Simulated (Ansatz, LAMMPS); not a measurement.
## Localised basis functions on liquid dimethyl carbonate at 320 K (84 atoms)

Wanted: errors and times of a linear-scaling basis for liquid dimethyl carbonate at 320 K (84 atoms). A setting counts as converged where the r.m.s. difference of forces stays under 1 % of the r.m.s. force.

Main program and level: Ansatz 0.2.0; Kohn-Sham DFT, r2SCAN+D4, PAW (set soft_2), plane waves.

## 1. Set-up

The cell holds 84 atoms: 21 C, 21 O and 42 H. Its edges and angles: a = 9.928 Å, b = 9.928 Å, c = 9.928 Å, α = 90.0°, β = 90.0°, γ = 90.0°. 7 dimethyl carbonate placed at random, at 1.07 g/cm³; overlaps pushed apart, then 10 ps at 470 K with MMFF94 bonds, angles, torsions, charges and radii (Halgren, J. Comput. Chem. 17, 490 (1996)) in harmonic and 12-6 forms. Snapshot after 20 ps at 320 K and fixed volume.

Limits known from the start: The network of contacts between molecules at the start is that of the classical potential that made the cell, and needn't be the one that DFT or experiment would give. The density was typed from a rule of thumb and may lie off the real one at this temperature. Only the Γ point is sampled, in a cell whose shortest periodic width is 10 Å.

## 2. How the cell was made

A classical potential supplies the starting structure, since it reaches far longer times than DFT.

This step: classical MD, MMFF94 bonds, angles, torsions, charges and radii (Halgren, J. Comput. Chem. 17, 490 (1996)) in harmonic and 12-6 forms (LAMMPS 22 Jul 2025 - Update 4).

File in.lmp:

```
# liquid dimethyl carbonate
units real
atom_style full
boundary p p p
bond_style harmonic
angle_style harmonic
dihedral_style opls
improper_style harmonic
special_bonds lj 0 0 0.5 coul 0 0 0.75
read_data data.lmp
neigh_modify delay 0 every 1 check yes one 4000
comm_modify cutoff 12.0
timestep 0.5
thermo_style custom step time temp pe press density
thermo_modify norm yes
# push overlapping molecules apart
pair_style soft 2.6
pair_coeff * * 0.0
variable a equal ramp(1,60)
fix ad all adapt 1 pair soft a * * v_a
velocity all create 470 384586 mom yes dist gaussian
fix lim all nve/limit 0.03
fix lan all langevin 470 470 50 384587 zero yes
thermo 1000
run 3000 post no
unfix ad
pair_style lj/cut/coul/long 8.9
pair_modify mix arithmetic tail yes
pair_coeff 1 1 0.0678 3.3680   # C
pair_coeff 2 2 0.0763 3.0430   # O
pair_coeff 3 3 0.0678 3.4070   # C
pair_coeff 4 4 0.0763 2.9870   # O
pair_coeff 5 5 0.0216 2.5400   # H
kspace_style pppm 1.0e-4
# [... 17 lines left out ...]
compute msd all msd com yes
thermo 5000
fix md all nvt temp 320 320 100
run 20000 post no
print "== T320: mean square displacement over the hold $(c_msd[4]:%.2f) A^2"
unfix md
uncompute msd
write_dump all custom T320.dump id type xs ys zs modify sort id
```

Launch:

```sh
$ lmp -in in.lmp -log none -nocite
```

Numbers of over 12 decimals in the logs are rounded to 6 here.

What it wrote:

```text
LAMMPS (22 Jul 2025 - Update 4)
Reading data file ...
  orthogonal box = (0 0 0) to (9.92798 9.92798 9.92798)
  84 atoms
  orthogonal box = (0 0 0) to (9.92798 9.92798 9.92798)
  77 bonds
  119 angles
  70 dihedrals
  7 impropers
   Step          Time           Temp          PotEng         Press         Density
         0   0              470            0.39453972     3207.7155      1.0699985
      1000   500            445.8296       1.5021095      7721.6204      1.0699985
      2000   1000           451.83293      1.513054       11994.428      1.0699985
      3000   1500           456.20486      1.4407773      3496.1045      1.0699985
[... 34 lines left out ...]
   Step          Time           Temp          PotEng         Press         Density
[... 4 lines left out ...]
Loop time of 2.4518 s on 1 MPI rank(s) for 5000 steps with 84 atoms
   Step          Time           Temp          PotEng         Press         Density
[... 2 lines left out ...]
     25000   24000          303.50451     -2.8336134      3078.8951      1.0699985
     30000   29000          330.56709     -2.7585417      12116.775      1.0699985
     35000   34000          355.97624     -2.7888957     -1037.8672      1.0699985
     37000   36000          292.39213     -2.7387024      2873.9429      1.0699985
Loop time of 9.70723 s on 1 MPI rank(s) for 20000 steps with 84 atoms
== T320: mean square displacement over the hold 20.87 A^2
```

Wall time 19 s (1 thread of Arm Neoverse N1, shared host); peak memory 0.12 GiB.

The input also reads data.lmp (atoms, bonds and types; not printed here).

## 3. Plane-wave single point

The first run fixes the reference, at a cutoff of 500 eV.

File input.yaml:

```yaml
crystal:
  lattice:
    - [9.92798, 0.0, 0.0]
    - [0.0, 9.92798, 0.0]
    - [0.0, 0.0, 9.92798]
  atoms:
    - { symbol: C, position: [0.26728, 0.75921, 0.29464] }
    - { symbol: O, position: [0.34364, 0.75184, 0.4144] }
    - { symbol: C, position: [0.32428, 0.86662, 0.48068] }
    - { symbol: O, position: [0.25072, 0.95716, 0.44374] }
    - { symbol: O, position: [0.41515, 0.87811, 0.58732] }
    - { symbol: C, position: [0.42245, 0.01229, 0.64253] }
    - { symbol: H, position: [0.30811, 0.83326, 0.22943] }
    - { symbol: H, position: [0.28833, 0.66358, 0.24214] }
    - { symbol: H, position: [0.1548, 0.76622, 0.32121] }
    - { symbol: H, position: [0.3679, 0.01817, 0.73574] }
    - { symbol: H, position: [0.52643, 0.03664, 0.65903] }
    - { symbol: H, position: [0.39632, 0.08788, 0.56996] }
    - { symbol: C, position: [0.03037, 0.60352, 0.65228] }
    - { symbol: O, position: [0.00673, 0.58021, 0.51646] }
    - { symbol: C, position: [0.88161, 0.55361, 0.47768] }
    - { symbol: O, position: [0.78855, 0.53192, 0.5587] }
    - { symbol: O, position: [0.86822, 0.5652, 0.34136] }
    - { symbol: C, position: [0.7341, 0.55128, 0.29263] }
    - { symbol: H, position: [0.94414, 0.57449, 0.71109] }
    - { symbol: H, position: [0.12557, 0.54426, 0.6866] }
    - { symbol: H, position: [0.04817, 0.71283, 0.67328] }
    - { symbol: H, position: [0.72937, 0.55621, 0.17951] }
    - { symbol: H, position: [0.69532, 0.45583, 0.33109] }
    - { symbol: H, position: [0.67264, 0.62994, 0.32831] }
    - { symbol: C, position: [0.72952, 0.20461, 0.80231] }
    - { symbol: O, position: [0.58977, 0.18878, 0.83903] }
    - { symbol: C, position: [0.55421, 0.26299, 0.9424] }
    - { symbol: O, position: [0.63747, 0.32748, 0.00599] }
    - { symbol: O, position: [0.41898, 0.2456, 0.96371] }
    - { symbol: C, position: [0.35792, 0.34897, 0.0447] }
    - { symbol: H, position: [0.76283, 0.30945, 0.81505] }
    - { symbol: H, position: [0.79109, 0.14555, 0.86641] }
    - { symbol: H, position: [0.74568, 0.17631, 0.7033] }
    - { symbol: H, position: [0.28806, 0.29988, 0.10794] }
    - { symbol: H, position: [0.42863, 0.40593, 0.11096] }
    - { symbol: H, position: [0.29803, 0.41507, 0.98216] }
    - { symbol: C, position: [0.01139, 0.49923, 0.02082] }
    - { symbol: O, position: [0.1132, 0.59572, 0.99885] }
    - { symbol: C, position: [0.06524, 0.72701, 0.00862] }
    - { symbol: O, position: [0.95138, 0.75506, 0.03849] }
    - { symbol: O, position: [0.16254, 0.81941, 0.96913] }
    - { symbol: C, position: [0.11917, 0.95337, 0.97828] }
    - { symbol: H, position: [0.95364, 0.48535, 0.93128] }
    - { symbol: H, position: [0.04448, 0.40695, 0.07198] }
    - { symbol: H, position: [0.93641, 0.53755, 0.09379] }
    - { symbol: H, position: [0.20899, 0.01019, 0.97505] }
    - { symbol: H, position: [0.05397, 0.99211, 0.88614] }
    - { symbol: H, position: [0.08805, 0.97854, 0.08044] }
    - { symbol: C, position: [0.68662, 0.92307, 0.07607] }
    - { symbol: O, position: [0.65273, 0.88336, 0.94124] }
    - { symbol: C, position: [0.57178, 0.76901, 0.94286] }
    - { symbol: O, position: [0.52667, 0.70743, 0.04097] }
    - { symbol: O, position: [0.54393, 0.73004, 0.81123] }
    - { symbol: C, position: [0.49466, 0.60203, 0.80226] }
    - { symbol: H, position: [0.59236, 0.96698, 0.12094] }
    - { symbol: H, position: [0.72547, 0.83381, 0.13266] }
    - { symbol: H, position: [0.77421, 0.00026, 0.07358] }
    - { symbol: H, position: [0.44125, 0.59576, 0.70416] }
    - { symbol: H, position: [0.56076, 0.52055, 0.81851] }
    - { symbol: H, position: [0.41113, 0.59305, 0.87885] }
    - { symbol: C, position: [0.38672, 0.42526, 0.4563] }
    - { symbol: O, position: [0.27242, 0.34192, 0.46633] }
    - { symbol: C, position: [0.24361, 0.30009, 0.59277] }
    - { symbol: O, position: [0.3107, 0.33876, 0.69173] }
    - { symbol: O, position: [0.12258, 0.23578, 0.58486] }
    - { symbol: C, position: [0.06224, 0.2322, 0.71428] }
    - { symbol: H, position: [0.38924, 0.46028, 0.35597] }
    - { symbol: H, position: [0.37672, 0.50516, 0.53327] }
    - { symbol: H, position: [0.47183, 0.3594, 0.4799] }
    - { symbol: H, position: [0.1268, 0.18214, 0.79063] }
    - { symbol: H, position: [0.04204, 0.33567, 0.74435] }
    - { symbol: H, position: [0.9659, 0.18988, 0.71278] }
    - { symbol: C, position: [0.7535, 0.89184, 0.53945] }
    - { symbol: O, position: [0.87786, 0.91346, 0.477] }
    - { symbol: C, position: [0.91484, 0.04133, 0.44784] }
    - { symbol: O, position: [0.8537, 0.13994, 0.48983] }
    - { symbol: O, position: [0.00817, 0.03478, 0.34295] }
    - { symbol: C, position: [0.04942, 0.15908, 0.29768] }
    - { symbol: H, position: [0.75263, 0.78398, 0.56285] }
    - { symbol: H, position: [0.75005, 0.94922, 0.63074] }
    - { symbol: H, position: [0.67519, 0.90838, 0.47335] }
    - { symbol: H, position: [0.06648, 0.16246, 0.18393] }
    - { symbol: H, position: [0.97902, 0.23861, 0.32428] }
    - { symbol: H, position: [0.14558, 0.18211, 0.33635] }
kpoints:
  mp_grid: { grid: [1, 1, 1] }
hamiltonian:
  xc: r2scan
  dispersion: d4
scf:
  occupations: { method: fixed }
output:
  forces: true
  stress: true
  populations: true
  dos:
    method: { smearing: { sigma: 0.1 } }
    de: 0.1
    projected: { site_lists: { C: [C], H: [H], O: [O] } }
  eigenvalues: true
  write_density: true
  write_potential: true
  volumetric_format: npy
```

Launch:

```sh
$ ansatz run input.yaml --threads 8 --pin off --max-ram 15872MiB --backend cpu --events-out ev --progress --plain --runs-dir out
```

What it wrote:

```text
Engine: ansatz 0.2.0, aarch64-unknown-linux-gnu
Pseudopotentials: kind: paw
Pseudopotential: C, paw, valence charge 4, recommended cutoff 500 eV (meta_gga), C.paw.azcp
Pseudopotential: O, paw, valence charge 6, recommended cutoff 500 eV (meta_gga), O.paw.azcp
Pseudopotential: H, paw, valence charge 1, recommended cutoff 500 eV (meta_gga), H.paw.azcp
Functional definition: r2SCAN
  parameter k0 = 0.174
  parameter k1 = 0.065
  parameter a1 = 4.9479
  exchange = r2scan_x(k0 = k0, k1 = k1, a1 = a1)
  correlation = r2scan_c
Crystal: 84 atoms, lattice volume = 978.549 Å³
Basis set: ecut = 500 eV, 24837 PW (Γ), exchange–correlation on 300×300×300 points (64 copies of the dense FFT grid, shifted against one another)
Bands: 210, of which v1, the nominal top of the filled ones, is band 126 counted from 1 (125 counted from 0)
Symmetry: 1 space group operations
Space group: P1 (ITA 1), of the structure as read, at distance tolerance 9.9e-5 Å
k-points: 1
Non-local potential: C, projectors of the file, l = 0: 2, l = 1: 2, l = 2: 1
Non-local potential: O, projectors of the file, l = 0: 2, l = 1: 2, l = 2: 1
Non-local potential: H, projectors of the file, l = 0: 2, l = 1: 1
PAW form: soft (Blöchl's): semilocal exchange-correlation on the pseudo side does not see the compensation charge
PAW frozen core: C, regenerated for the run's functional (the file was generated under x = pbe(κ = 0.804, μ = 0.219515), c = pbe(β = 0.066725))
PAW frozen core: O, regenerated for the run's functional (the file was generated under x = pbe(κ = 0.804, μ = 0.219515), c = pbe(β = 0.066725))
PAW one-centre angular grid: C, 302 points (default); XC on 239 of its mesh's 2573 points in the sphere
PAW one-centre angular grid: O, 302 points (default); XC on 160 Gauss nodes
PAW one-centre angular grid: H, 302 points (default); XC on 160 Gauss nodes
Initial density: superposition of atomic densities (neutral atoms: chi_scale 0, normalization atom), corrected by the library's trained network
Initial wavefunctions: pseudopotential atomic-orbital guess
Functional: x = r2scan, c = r2scan; τ floored in thin density (d = 2e-4 eV/Å³)
SCF iter   1: F=—  HF=-17885.471732 eV  |F-HF|=—  |Δ(HF+E_count)|=         —  Δρ=8.09e-3  dr2=6.00e-1  dr2_τ=6.68e0  ethr=1.77e-3  ⟨swp⟩=5.0  Hψ=730  notcnv=0  defer=82
preconditioner: auto → Resta (q_TF=auto, 2.176 Å⁻¹)  ε∞=2.2  [insulator: Δε(μ)=6.062 eV  Ē_g=16.833 eV  n_scr=170 (ndim 8)  ℏωp=18.3 eV  f_vac=0.302  ε∞_Penn≈2.2]
SCF iter   2: F=—  HF=-17884.586153 eV  |F-HF|=—  |Δ(HF+E_count)|=   8.86e-1  Δρ=3.99e-3  dr2=9.06e-2  dr2_τ=2.23e-2  ethr=2.38e-4  ⟨swp⟩=3.0  Hψ=378  notcnv=0  defer=81
SCF iter   3: F=—  HF=-17884.579853 eV  |F-HF|=—  |Δ(HF+E_count)|=   6.30e-3  Δρ=1.77e-3  dr2=2.47e-2  dr2_τ=2.20e-3  ethr=3.60e-5  ⟨swp⟩=3.0  Hψ=250  notcnv=0  defer=82
SCF iter   4: F=—  HF=-17884.583137 eV  |F-HF|=—  |Δ(HF+E_count)|=   3.28e-3  Δρ=6.70e-4  dr2=4.50e-3  dr2_τ=6.60e-4  ethr=9.81e-6  ⟨swp⟩=3.0  Hψ=250  notcnv=0  defer=82
SCF iter   5: F=—  HF=-17884.584482 eV  |F-HF|=—  |Δ(HF+E_count)|=   1.35e-3  Δρ=2.23e-4  dr2=5.99e-4  dr2_τ=5.37e-5  ethr=1.79e-6  ⟨swp⟩=3.0  Hψ=264  notcnv=0  defer=82
SCF iter   6: F=—  HF=-17884.585285 eV  |F-HF|=—  |Δ(HF+E_count)|=   8.02e-4  Δρ=7.77e-5  dr2=7.84e-5  dr2_τ=6.12e-6  ethr=2.38e-7  ⟨swp⟩=3.0  Hψ=258  notcnv=0  defer=82
SCF iter   7: F=—  HF=-17884.584300 eV  |F-HF|=—  |Δ(HF+E_count)|=   9.84e-4  Δρ=5.00e-5  dr2=2.24e-5  dr2_τ=2.72e-6  ethr=3.11e-8  ⟨swp⟩=2.0  Hψ=325  notcnv=0  defer=81
SCF iter   8: F=—  HF=-17884.584313 eV  |F-HF|=—  |Δ(HF+E_count)|=   1.25e-5  Δρ=1.50e-5  dr2=2.29e-6  dr2_τ=2.35e-7  ethr=8.88e-9  ⟨swp⟩=2.0  Hψ=259  notcnv=0  defer=81
SCF iter   9: F=—  HF=-17884.584319 eV  |F-HF|=—  |Δ(HF+E_count)|=   6.27e-6  Δρ=5.87e-6  dr2=3.69e-7  dr2_τ=4.41e-8  ethr=9.08e-10  ⟨swp⟩=2.0  Hψ=255  notcnv=0  defer=81
SCF iter  10: F=-17884.584320 eV  HF=-17884.584320 eV  |F-HF|=1.87e-7  |Δ(HF+E_count)|=   9.69e-7  Δρ=2.10e-6  dr2=5.11e-8  dr2_τ=5.43e-9  ethr=3.97e-11  ⟨swp⟩=23.0  Hψ=2069  notcnv=0
SCF 1 converged in 10 iterations: F = -17884.584320 eV  dr2 = 5.11e-8
  greatest PAW one-centre occupation: 0.885 electrons in one spin orbital (limit 2), on the O atom at site 39 (counted from 0), in its partial waves of l = 0
WARN: The input density's exchange-correlation potential varies sharply where the density is thin. Do not read a vacuum level from v_tot or v_xc, or from such a field of the output density. On a cell that repeats whose density bears no net charge and no dipole along the vacuum's axis use v_es (v_loc + v_h of the components); [...]
SCF converged after 10 iterations
Free energy (F): -17884.584320 eV
Harris-Foulkes:  -17884.584320 eV  (|F-HF|=1.87e-7)
Internal energy: -17884.584320 eV  (E = F + TS)
E sigma→0 (E₀):  -17884.584320 eV
Fermi energy:    -2.322693 eV
--- Per-component energies (eV) ---
  E_band       = -2496.672717
  E_kinetic    = 6174.487337
  E_local      = -22378.072218  (includes V_loc(G=0)·N_el)
  E_nonlocal   = 1631.276182
  E_hartree    = 8437.923603
  E_xc         = -2884.993055
  E_vxc        = -4108.875224  (∫ρ·V_xc dr)
  E_paw        = -5505.674915  (= ΣΔE_a)
  E_vpaw       = -954.524097  (= ΣTr[D̂ρ^β])
  E_aug_tail   = 0.000931  (compensation charges beyond the density's cutoff)
  E_vtau       = 263.189564  (kinetic-family band-sum trace: ∫τ·v_τ [+ j·A + Jᵃ·Aᵃ] dr)
  E_ewald      = -3356.724865
  E_disp       = -1.616312  (pairwise vdW)
  E_core_change = -1.191008  (= ΣΔE_core)
  E_smearing   = -0.000000  (= −TS)
  E_closure    = 0.000000  (closes the sum)
  Σ components = -17884.584320   (vs F -17884.584320, Δ=0.00e0)
--- Forces (eV/Å), atoms counted from 1 ---
  atom   1  C     -1.86050524    -2.47715499    -0.55787625
  atom   2  O      0.13545731     0.53236519     1.11314940
  atom   3  C      1.46261382     1.89549476     0.98804224
  atom   4  O      0.40877084    -0.72746589     0.62342813
  atom   5  O     -1.22923083    -0.27421224    -1.47076020
  atom   6  C      0.61159551    -0.28740816    -0.34215180
  atom   7  H     -0.11946071     1.11478172    -0.41458890
  atom   8  H     -0.31014527     0.18272074     0.30298272
  atom   9  H      1.68779930     0.19306034    -0.77538358
  atom  10  H     -0.34839077     0.14682802     0.26493207
  atom  11  H      0.57164936    -0.53629375     0.51057469
  atom  12  H     -0.89648056     0.13028979    -0.33419595
  atom  13  C      1.91246620     0.05242242     1.98170571
  atom  14  O      0.38755365    -0.05025624    -1.98344009
[...]
atom  83  H     -0.04085186     0.02752742     0.01232754
  atom  84  H      1.03816385     0.29725495     0.72707530
  max |Σ_I F_I| component: 1.66e-4 eV/Å
--- Stress (GPa, compression-positive) ---
       -1.527712      -0.208331      -0.097878
       -0.208331      -1.106134       0.508330
       -0.097878       0.508330      -1.711984
  P = ⅓ Tr σ = -1.4486 GPa (-14.486 kbar)
--- Band table (eV) ---
  k-point 0: bands = ["-25.6115", "-25.5909", "-25.5874", "-25.5690", [... 194 levels ...], "10.3745", "10.4526", "10.5572", "10.6205", "10.6793", "10.7662", "10.8170", "10.9648", "10.9963", "11.0619", "11.1118", "11.1437"]
--- Löwdin populations: 84 sites ---
  site symbol       q [e]
     0      C      4.2025
     1      O      6.2748
     2      C      3.2623
[...]
83      H      0.7818
  spilling = 0.014078 (of n_electrons = 252.000000)
```

It took 27 s on 8 threads of Arm Neoverse N1, shared host; peak memory 2.4 GiB; 3.3 min of CPU time.

The program notes that the exchange-correlation potential is rough where the density is thin.

The run gave:

```
free energy                                      : -17884.5843 eV
free energy per atom                             : -212.9117 eV/atom
SCF cycles                                       : 10
pressure                                         : -1.449 GPa
r.m.s. force component                           : 1.049 eV/Å
longest force                                    : 4.555 eV/Å
Fermi energy                                     : -2.323 eV
gap (highest filled to lowest empty level) : 6.06 eV
spilling of the projection                       : 0.01408
```

Neighbours are counted within 1.34 Å (H-C), 1.73 Å (C-O).

Length of the force by element and coordination:

```csv
element,coordination,atoms,mean length of the force (eV/Å),spread,least,most
C,all,21,2.07,0.915,0.757,4.55
C,3,7,1.82,0.793,0.814,2.76
C,4,14,2.20,0.946,0.757,4.55
H,all,42,1.11,0.572,0.0508,2.57
O,all,21,2.07,0.800,0.478,4.06
O,1,7,1.88,0.878,0.478,3.21
O,2,14,2.17,0.740,1.24,4.06
```

Löwdin charges by element and coordination (they lack the spilled electrons, 0.042 e an atom on average):

```csv
element,coordination,atoms,mean charge (e),spread,least,most
C,all,21,0.108,0.446,-0.236,0.751
C,3,7,0.738,0.0082,0.723,0.751
C,4,14,-0.208,0.0135,-0.236,-0.181
H,all,42,0.201,0.0161,0.153,0.233
O,all,21,-0.341,0.0821,-0.480,-0.265
O,1,7,-0.455,0.0184,-0.480,-0.419
O,2,14,-0.284,0.0139,-0.313,-0.265
```

States in the cell by windows of 1 eV, zero at the Fermi level; the larger projections on atomic orbitals stand beside the total:

```csv
from (eV),to (eV),total,O p,C p,H s,O s
-10,-9,0.0,0.0,0.0,0.0,0.0
-9,-8,8.5,2.2,2.1,1.6,1.0
-8,-7,13.3,5.1,4.2,1.6,1.1
-7,-6,14.0,6.5,5.3,1.2,0.6
-6,-5,22.3,11.1,6.4,1.9,2.2
-5,-4,32.3,11.7,13.2,5.9,0.9
-4,-3,14.9,5.2,6.4,2.8,0.3
-3,-2,19.9,6.5,7.7,4.6,0.7
-2,-1,17.9,9.2,4.2,3.4,0.7
-1,0,36.7,30.6,2.5,3.2,0.0
0,1,2.1,2.0,0.1,0.1,0.0
1,5,0.0,0.0,0.0,0.0,0.0
```

With fixed occupations the program's Fermi level is the highest filled level; weight inside the gap is the broadening of levels at its edges.

Between -24 and -10 eV lie 70 more states.

The levels nearest the highest filled one (over half full), pooled over k-points and spins:

```csv
level less the highest filled one (eV),occupation
-0.248,2
-0.223,2
-0.165,2
-0.122,2
-0.0996,2
0,2
6.06,0
6.11,0
6.25,0
6.34,0
6.51,0
6.58,0
```

Electrostatic potential energy in the ab plane at fractional z = 0.466, with atoms of C and O and H within 0.2 Å of it. With pseudopotentials it is smooth inside the atoms' cores, unlike the true potential.

Values in eV, 13 rows by 16 columns, each cell a mean:
```
  3   6   5 -25 -41 -12   0   4   4   3  -7  -7  -3 -23 -37  -7
  5   6   5  -2 -31 -47 -14   3   5   3 -10 -12  -7 -21 -27   0
  5   5   5   3  -9 -30  -8   4   5   5   4   3   2   3   4   6
  5   5   5   4   1 -15  -3   5   5   5   5   4   4   4   4   5
 -2   5   5   5   5   5   5   5   5   5   5   5   3  -2  -6  -2
-21   3   5   5   5   4   3   4   5   5   5   5   0 -30 -46 -22
  3   5   5   5   3  -8 -19  -2   4   5   5   5   2 -11 -21  -3
  5   5   5   0 -15 -30 -46 -18   1   4   5   5   5   4   3   4
  5   5   4 -15 -45 -22  -7 -19  -3   4   5   5   6   5   5   5
  5   5   4   1  -6   1   4   3   4   4   5   6   6   6   6   6
  5   5   5   5   5   4   4   4   4   5   5   6   2 -21 -13   4
  2   5   6   6   6   5   4   4   4   5   5   5   1 -31 -37 -11
  0   5   6  -1  -5   4   4   4   4   4   4   4   3  -8 -44 -32
```
Columns run along a (9.9 Å; values clipped at the 3rd and 97th percentile), rows up along b (9.9 Å). Atoms in or near the plane, at fractional coordinates: C at (0.32, 0.87), C at (0.88, 0.55), C at (0.39, 0.43), O at (0.27, 0.34), H at (0.47, 0.36), O at (0.88, 0.91), C at (0.91, 0.04), H at (0.68, 0.91).

(Part 1 of 2 ends here.)

[Logs are printed without paths, hosts, clocks, repeated set-up lines and the standing remarks that a program may print on its own settings, such as how far it seeks lower states.]

[Hosts, paths, dates, database ids (printed as entryN), source tags and the programs' standing remarks are cut or masked in the printed files.]

[The MMFF94 radii named for the starting cell were scaled by 0.96; in molecules described by MMFF94, hydrogen bound to N, O or S took a small fixed 12-6 site in their place.]
